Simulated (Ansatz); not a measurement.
# Lattice dynamics of LaSb (model cell, started as NiAs type)

Aim: the vibrations of LaSb (model cell, started as NiAs type), their spectra, and whether the structure is stable.

Main program and level: Ansatz 0.2.0; DFT r2SCAN, scalar-relativistic, plane waves, PAW.

This is a report of a sequence of runs, with most program output left out.

The structure was built from a prototype and need not be the compound's stable phase.

## 1. Starting point

Symmetry: P6_3/mmc, No. 194, hexagonal system. Conventional cell: a = 4.499 Å, b = 4.499 Å, c = 7.199 Å, α = 90.00°, β = 90.00°, γ = 120.00°. Nearest to La lie 6 Sb at 3.16 Å. Sb has 6 La at 3.16 Å nearest. Farther neighbours are not listed.

## 2. Coarse relaxation

A rough relaxation comes first, because large forces or stress need no tight tolerances yet.

Input file input.yaml:

```yaml
crystal:
  lattice:
    - [4.49946, 0.0, 0.0]
    - [-2.24973, 3.89665, 0.0]
    - [0.0, 0.0, 7.19914]
  atoms:
    - { symbol: La, position: [0.0, 0.0, 0.0] }
    - { symbol: La, position: [0.0, 0.0, 0.5] }
    - { symbol: Sb, position: [0.333333, 0.666667, 0.25] }
    - { symbol: Sb, position: [0.666667, 0.333333, 0.75] }
kpoints:
  mp_grid: { grid: [6, 6, 4] }
hamiltonian:
  xc: r2scan
scf:
  occupations: { method: gaussian, width: 0.1 }
output:
  forces: true
  stress: true
  eigenvalues: true
relax:
  adjacent_minimum: "off"
  f_tol: 0.05
  max_steps: 80
  cell: { stress_tol: 0.5 }
```

Run with:

```console
$ ansatz run input.yaml --threads 4 --pin off --max-ram 7168MiB --backend cpu --events-out ev --progress --plain --runs-dir out
```

It took 15 s on 4 threads of Arm Neoverse V2, shared host; peak memory 0.86 GiB.

Relaxation path:

| step | energy less that of the first step (eV) | largest force component (eV/Å) | pressure (GPa) | volume (Å³) |
| --- | --- | --- | --- | --- |
| 1 | 0.0000 | 0.0000 | 10.66 | 126.22 |
| 2 | -0.6126 | 0.0000 | 3.28 | 138.87 |
| 3 | -0.7720 | 0.0000 | 0.93 | 143.80 |
| 4 | -0.7839 | 0.0000 | 0.07 | 145.81 |
| 5* | -0.7870 | 0.0000 | 0.07 | 145.81 |

Relaxation steps marked * repeat the geometry before them on a plane-wave basis chosen anew for their cell, so energy and pressure can jump there.

The run keeps the 24 symmetry operations that it works with, so distortions that break them were not tested.

| conventional cell, symmetrised | before | after | change |
| --- | --- | --- | --- |
| a (Å) | 4.499 | 4.580 | +1.8 % |
| b (Å) | 4.499 | 4.580 | +1.8 % |
| c (Å) | 7.199 | 8.026 | +11.5 % |
| volume (Å³/atom) | 31.56 | 36.45 | +15.5 % |

Final coordinates:

```xyz
4
Lattice="4.5802 0.0000 0.0000 -2.2901 3.9665 0.0000 0.0000 0.0000 8.0261" Properties=species:S:1:pos:R:3 pbc="T T T"
La    0.0000    0.0000    0.0000
La    0.0000    0.0000    4.0131
Sb    0.0000    2.6444    2.0065
Sb    2.2901    1.3222    6.0196
```

This step gave:

- pressure: 0.06723 GPa
- volume per atom: 36.45 Å³
- gap on the k-mesh: 0 eV

In this step the volume went from 31.56 to 36.45 Å³/atom.

## 3. Bringing the structure to rest

Harmonic phonons are second derivatives at a point where the forces vanish, and they are wanted at zero stress, so atoms and cell are relaxed first.

Input file input.yaml:

```yaml
crystal:
  lattice:
    - [4.5801530871, 0.0, 0.0]
    - [-2.2900765436, 3.9665289267, 0.0]
    - [0.0, 0.0, 8.0261310238]
  atoms:
    - { symbol: La, position: [0.0, 0.0, 0.0] }
    - { symbol: La, position: [0.0, 0.0, 0.5] }
    - { symbol: Sb, position: [0.3333333333, 0.6666666667, 0.25] }
    - { symbol: Sb, position: [0.6666666667, 0.3333333333, 0.75] }
kpoints:
  mp_grid: { grid: [12, 12, 6] }
hamiltonian:
  xc: r2scan
scf:
  occupations: { method: gaussian, width: 0.1 }
output:
  forces: true
  stress: true
  eigenvalues: true
  write_density: true
  write_potential: true
  elf: true
  volumetric_format: npy
relax:
  adjacent_minimum: "off"
  f_tol: 0.005
  max_steps: 80
  cell: { stress_tol: 0.05 }
```

Wall time 30 s (4 threads); peak memory 1 GiB; 1.9 min of CPU time.

Little changed from the start: no atom moved by 0.005 Å and no cell edge by 0.1 %.

Numbers from this step:

```
pressure        : -0.03300 GPa
volume per atom : 36.51 Å³
```

ELF in the ac plane at fractional y = 0.000, with atoms of La within 0.2 Å of it. It is the smooth field of the valence electrons, not physical close to the nuclei.

Values, 24 rows by 14 columns, each cell a mean:
```
0.18 0.53 0.83 0.67 0.21 0.07 0.14 0.17 0.10 0.08 0.36 0.80 0.76 0.36
0.71 0.80 0.80 0.47 0.15 0.16 0.34 0.40 0.27 0.12 0.22 0.66 0.82 0.76
0.79 0.74 0.53 0.21 0.17 0.38 0.56 0.60 0.51 0.28 0.15 0.33 0.63 0.77
0.34 0.26 0.15 0.17 0.38 0.59 0.66 0.66 0.64 0.52 0.29 0.14 0.19 0.30
0.06 0.07 0.14 0.37 0.58 0.66 0.65 0.64 0.66 0.64 0.52 0.26 0.11 0.07
0.05 0.09 0.24 0.51 0.65 0.67 0.63 0.62 0.65 0.67 0.61 0.40 0.17 0.07
0.05 0.08 0.19 0.45 0.62 0.67 0.64 0.63 0.65 0.66 0.58 0.34 0.13 0.06
0.17 0.14 0.11 0.23 0.47 0.63 0.66 0.66 0.66 0.58 0.38 0.16 0.12 0.15
0.65 0.56 0.35 0.16 0.24 0.48 0.62 0.64 0.58 0.38 0.19 0.21 0.44 0.61
0.82 0.82 0.73 0.34 0.14 0.24 0.45 0.50 0.38 0.17 0.16 0.52 0.78 0.82
0.39 0.66 0.83 0.61 0.18 0.09 0.20 0.24 0.15 0.09 0.31 0.77 0.80 0.54
0.03 0.39 0.81 0.71 0.24 0.06 0.09 0.12 0.07 0.08 0.41 0.82 0.70 0.19
0.17 0.52 0.83 0.67 0.21 0.07 0.14 0.17 0.10 0.08 0.36 0.80 0.75 0.35
0.72 0.80 0.81 0.47 0.14 0.15 0.34 0.39 0.26 0.12 0.22 0.67 0.83 0.77
0.78 0.72 0.51 0.20 0.18 0.39 0.57 0.60 0.52 0.29 0.15 0.31 0.61 0.76
0.35 0.28 0.17 0.18 0.37 0.59 0.66 0.66 0.64 0.52 0.29 0.15 0.20 0.32
0.06 0.07 0.14 0.36 0.57 0.66 0.65 0.65 0.66 0.64 0.51 0.25 0.10 0.06
0.05 0.09 0.25 0.51 0.65 0.67 0.63 0.61 0.65 0.67 0.62 0.40 0.17 0.07
0.05 0.08 0.19 0.44 0.62 0.67 0.64 0.63 0.65 0.66 0.57 0.33 0.13 0.06
0.16 0.13 0.12 0.24 0.48 0.63 0.66 0.66 0.66 0.59 0.39 0.16 0.12 0.15
0.66 0.56 0.34 0.15 0.24 0.49 0.62 0.64 0.59 0.39 0.18 0.20 0.43 0.62
0.81 0.82 0.74 0.36 0.14 0.23 0.44 0.49 0.37 0.17 0.17 0.54 0.79 0.82
0.41 0.66 0.83 0.60 0.18 0.09 0.21 0.25 0.15 0.09 0.30 0.77 0.80 0.55
0.03 0.38 0.81 0.71 0.24 0.06 0.09 0.11 0.07 0.08 0.41 0.82 0.70 0.18
```
Columns run along a (4.6 Å), rows up along c (8.0 Å). Atoms in or near the plane, at fractional coordinates: La at (0.00, 0.00), La at (0.00, 0.50).

Valence density in the ac plane at fractional y = 0.000, with atoms of La within 0.2 Å of it. It is the smooth field of the valence electrons, not physical close to the nuclei.

Values in e/Å³, 24 rows by 14 columns, each cell a mean:
```
1.5 1.6 1.4 0.6 0.2 0.1 0.1 0.1 0.1 0.1 0.3 0.9 1.5 1.5
1.6 1.4 1.0 0.4 0.1 0.1 0.1 0.1 0.1 0.1 0.2 0.6 1.2 1.5
1.0 0.8 0.4 0.2 0.1 0.1 0.1 0.1 0.1 0.1 0.1 0.3 0.6 0.9
0.3 0.2 0.2 0.1 0.1 0.1 0.1 0.2 0.1 0.1 0.1 0.1 0.2 0.2
0.1 0.1 0.1 0.1 0.1 0.2 0.2 0.2 0.2 0.2 0.1 0.1 0.1 0.1
0.1 0.1 0.1 0.1 0.1 0.2 0.2 0.2 0.2 0.2 0.1 0.1 0.1 0.1
0.1 0.1 0.1 0.1 0.1 0.2 0.2 0.2 0.2 0.2 0.1 0.1 0.1 0.1
0.2 0.1 0.1 0.1 0.1 0.1 0.2 0.2 0.2 0.1 0.1 0.1 0.1 0.2
0.6 0.5 0.3 0.2 0.1 0.1 0.1 0.1 0.1 0.1 0.1 0.2 0.4 0.5
1.4 1.2 0.7 0.3 0.1 0.1 0.1 0.1 0.1 0.1 0.2 0.4 0.9 1.3
1.6 1.6 1.3 0.5 0.2 0.1 0.1 0.1 0.1 0.1 0.2 0.8 1.5 1.6
1.4 1.5 1.5 0.6 0.2 0.1 0.1 0.1 0.1 0.1 0.3 1.0 1.6 1.5
1.4 1.6 1.4 0.6 0.2 0.1 0.1 0.1 0.1 0.1 0.3 0.9 1.5 1.5
1.6 1.5 1.0 0.4 0.1 0.1 0.1 0.1 0.1 0.1 0.2 0.6 1.2 1.6
0.9 0.7 0.4 0.2 0.1 0.1 0.1 0.1 0.1 0.1 0.1 0.3 0.5 0.8
0.3 0.2 0.2 0.1 0.1 0.1 0.1 0.2 0.1 0.1 0.1 0.1 0.2 0.3
0.1 0.1 0.1 0.1 0.1 0.2 0.2 0.2 0.2 0.2 0.1 0.1 0.1 0.1
0.1 0.1 0.1 0.1 0.1 0.2 0.2 0.2 0.2 0.2 0.1 0.1 0.1 0.1
0.1 0.1 0.1 0.1 0.1 0.2 0.2 0.2 0.2 0.2 0.1 0.1 0.1 0.1
0.2 0.1 0.1 0.1 0.1 0.1 0.2 0.2 0.2 0.1 0.1 0.1 0.1 0.1
0.6 0.5 0.3 0.1 0.1 0.1 0.1 0.1 0.1 0.1 0.1 0.2 0.3 0.5
1.4 1.2 0.7 0.3 0.1 0.1 0.1 0.1 0.1 0.1 0.2 0.4 0.9 1.3
1.6 1.6 1.3 0.5 0.2 0.1 0.1 0.1 0.1 0.1 0.2 0.8 1.5 1.6
1.4 1.5 1.5 0.6 0.2 0.1 0.1 0.1 0.1 0.1 0.3 1.0 1.6 1.5
```
Columns run along a (4.6 Å), rows up along c (8.0 Å). Atoms in or near the plane, at fractional coordinates: La at (0.00, 0.00), La at (0.00, 0.50).

Electrostatic potential energy in the ac plane at fractional y = 0.000, with atoms of La within 0.2 Å of it. With pseudopotentials it is smooth inside the atoms' cores, unlike the true potential.

Ten even steps from '0' (-38 eV) to '9' (11 eV), each cell a mean:
```
30168999997401
01378999998620
35789999999864
78899999999988
99999999999999
99999999999999
99999999999999
88999999999998
56799999999876
12589999998741
10268999998400
61058999997303
30168999997401
00378999998620
45789999999864
78899999999987
99999999999999
99999999999999
99999999999999
88999999999998
66899999999876
12579999998741
10268999998400
61058999997303
```
Columns run along a (4.6 Å; values clipped at the 3rd and 97th percentile), rows up along c (8.0 Å). Atoms in or near the plane, at fractional coordinates: La at (0.00, 0.00), La at (0.00, 0.50).

In this step the volume went from 36.45 to 36.51 Å³/atom.

## 4. Relaxing to small forces for the phonons

Phonons need a cell at rest on their own settings, so the relaxation is repeated with tight tolerances on forces and stress, using the mesh and the filling of the phonon run that follows.

Input file input.yaml:

```yaml
crystal:
  lattice:
    - [4.5814845827, 0.0, 0.0]
    - [-2.2907422914, 3.9676820357, 0.0]
    - [0.0, 0.0, 8.0330014495]
  atoms:
    - { symbol: La, position: [0.0, 0.0, 0.0] }
    - { symbol: La, position: [0.0, 0.0, 0.5] }
    - { symbol: Sb, position: [0.3333333333, 0.6666666667, 0.25] }
    - { symbol: Sb, position: [0.6666666667, 0.3333333333, 0.75] }
kpoints:
  mp_grid: { grid: [12, 12, 6] }
hamiltonian:
  xc: r2scan
scf:
  occupations: { method: methfessel_paxton, width: 0.2 }
output:
  forces: true
  stress: true
  eigenvalues: true
relax:
  adjacent_minimum: "off"
  f_tol: 0.001
  max_steps: 60
  cell: { stress_tol: 0.01 }
```

It took 36 s on 4 threads; peak memory 1 GiB.

Little changed from the start: no atom moved by 0.005 Å and no cell edge by 0.1 %.

Numbers from this step:

```
pressure        : -2.06e-4 GPa
volume per atom : 36.49 Å³
```

The forces vanish by symmetry and the pressure is 0.000 GPa, within the tolerances set. The cell now holds 36.49 Å³/atom.

## 5. Linear response at the zone centre

The zone centre is the only wavevector solved here; it holds the modes that light can see, as far as symmetry allows. No field response is asked, since the mesh shows no gap.

input.yaml, the sections that differ from step 4:

```yaml
crystal:
  lattice:
    - [4.5810320868, 0.0, 0.0]
    - [-2.2905160434, 3.9672901627, 0.0]
    - [0.0, 0.0, 8.0301914573]
  atoms:
    - { symbol: La, position: [0.0, 0.0, 0.0] }
    - { symbol: La, position: [0.0, 0.0, 0.5] }
    - { symbol: Sb, position: [0.3333333333, 0.6666666667, 0.25] }
    - { symbol: Sb, position: [0.6666666667, 0.3333333333, 0.75] }
output:
  eigenvalues: true
phonons:
  method: dfpt
# kpoints, hamiltonian, scf: as in step 4
# relax: removed
```

Wall time 11 min (4 threads); peak memory 6 GiB.

This step gave:

- sum-rule residual before enforcement: 3.23e-4 eV/Å²
- point group: 6/mmm
- highest optical mode at the zone centre (no LO-TO term): 150.4 cm⁻¹
- lowest optical zone-centre mode: 62.21 cm⁻¹

Patterns of degenerate modes are one choice out of their space. Modes at Γ, with each element's share of the kinetic energy:

| mode | frequency (cm⁻¹) | symmetry | La % | Sb % |
| --- | --- | --- | --- | --- |
| 1 | 0.0 | acoustic | 53 | 47 |
| 2 | 0.0 | acoustic | 53 | 47 |
| 3 | 0.0 | acoustic | 53 | 47 |
| 4 | 62.2 | E2u | 100 | 0 |
| 5 | 62.2 | E2u | 100 | 0 |
| 6 | 89.0 | E1u | 47 | 53 |
| 7 | 89.0 | E1u | 47 | 53 |
| 8 | 89.1 | E2g | 0 | 100 |
| 9 | 89.1 | E2g | 0 | 100 |
| 10 | 118.9 | A2u | 47 | 53 |
| 11 | 127.5 | B1g | 0 | 100 |
| 12 | 150.4 | B2u | 100 | 0 |

Displacements in mode 4 (62.2 cm⁻¹), the largest set to 1:
```
La1  0.00 -1.00  0.00
La2  0.00  1.00  0.00
Sb3  0.00  0.00  0.00
Sb4  0.00  0.00  0.00
```

Displacements in mode 11 (127.5 cm⁻¹), the largest set to 1:
```
La1  0.00  0.00  0.00
La2  0.00  0.00  0.00
Sb3  0.00  0.00  1.00
Sb4  0.00  0.00 -1.00
```

Before it was imposed, the acoustic sum rule was missed by 3.2e-4 eV/Å². Small misses are needed for a sound result but don't prove that mesh and cutoff are converged. The lowest optical mode is real, 62.2 cm⁻¹.

## 6. Isotope substitution

An isotope changes the mass and not the force constants, so no new electronic calculation is needed; the shifts show which modes move this element.

The same force constants with the mass of Sb changed from 121.760 to 122.904 u (phonopy, no LO-TO term). Both lists are sorted by frequency; levels can cross, so a row need not hold one and the same mode. Modes under 3 cm⁻¹ are left out. Isotope shifts, by row:

| q | rank | natural mass (cm⁻¹) | changed mass (cm⁻¹) |
| --- | --- | --- | --- |
| 0 0 0 | 4 | 62.21 | 62.21 |
| 0 0 0 | 5 | 62.21 | 62.21 |
| 0 0 0 | 6 | 89.01 | 88.68 |
| 0 0 0 | 7 | 89.01 | 88.68 |
| 0 0 0 | 8 | 89.09 | 88.79 |
| 0 0 0 | 9 | 89.09 | 88.79 |
| 0 0 0 | 10 | 118.9 | 118.6 |
| 0 0 0 | 11 | 127.5 | 126.9 |
| 0 0 0 | 12 | 150.4 | 150.4 |

A mode of this element alone would shift by -0.47 %. The highest zone-centre frequency without the field goes from 150.4 to 150.4 cm⁻¹ (+0.0 %). The product of the frequency ratios over all optical modes at Γ is 0.979; the product rule, (m/m′)^(3k/2) (M′/M)^(3/2) with k = 2 such atoms and M the mass of the cell, gives 0.979.

## 7. Summary of results

* space group after relaxation (within 0.01 Å): P6_3/mmc
* volume per atom: 36.5 Å³
* electronic character: no gap on this mesh
* highest optical mode at the zone centre (no LO-TO term): 150 cm⁻¹
* lowest optical zone-centre mode: 62.2 cm⁻¹
* imaginary modes at Γ (the only wavevector solved): none

The structure is stable against zone-centre distortions, since no mode there is imaginary; other wavevectors were not solved, so zone-boundary instabilities are untested. The optical modes at Γ span 62 to 150 cm⁻¹. No dispersion was computed. The highest mode in this list at Γ, 150.4 cm⁻¹, is mostly motion of La (100 % of the kinetic energy). With no gap, or one that is small against the smearing, the frequencies hang on the k mesh and the smearing, most of all near Kohn anomalies. A semilocal functional can close a gap that the real compound would have, so the metallic treatment may be an artefact of the level. Spin-orbit coupling is left out, which can matter for the heavy elements here. The starting cell was built on a prototype and not taken from a measurement, so the phase need not exist. These are harmonic frequencies at zero temperature: anharmonic shifts, linewidths and thermal expansion are left out.

[Logs are printed without paths, hosts, clocks, repeated set-up lines and the standing remarks that a program may print on its own settings, such as how far it seeks lower states.]

[Hosts, paths, dates, database ids (printed as entryN), source tags and the programs' standing remarks are cut or masked in the printed files.]
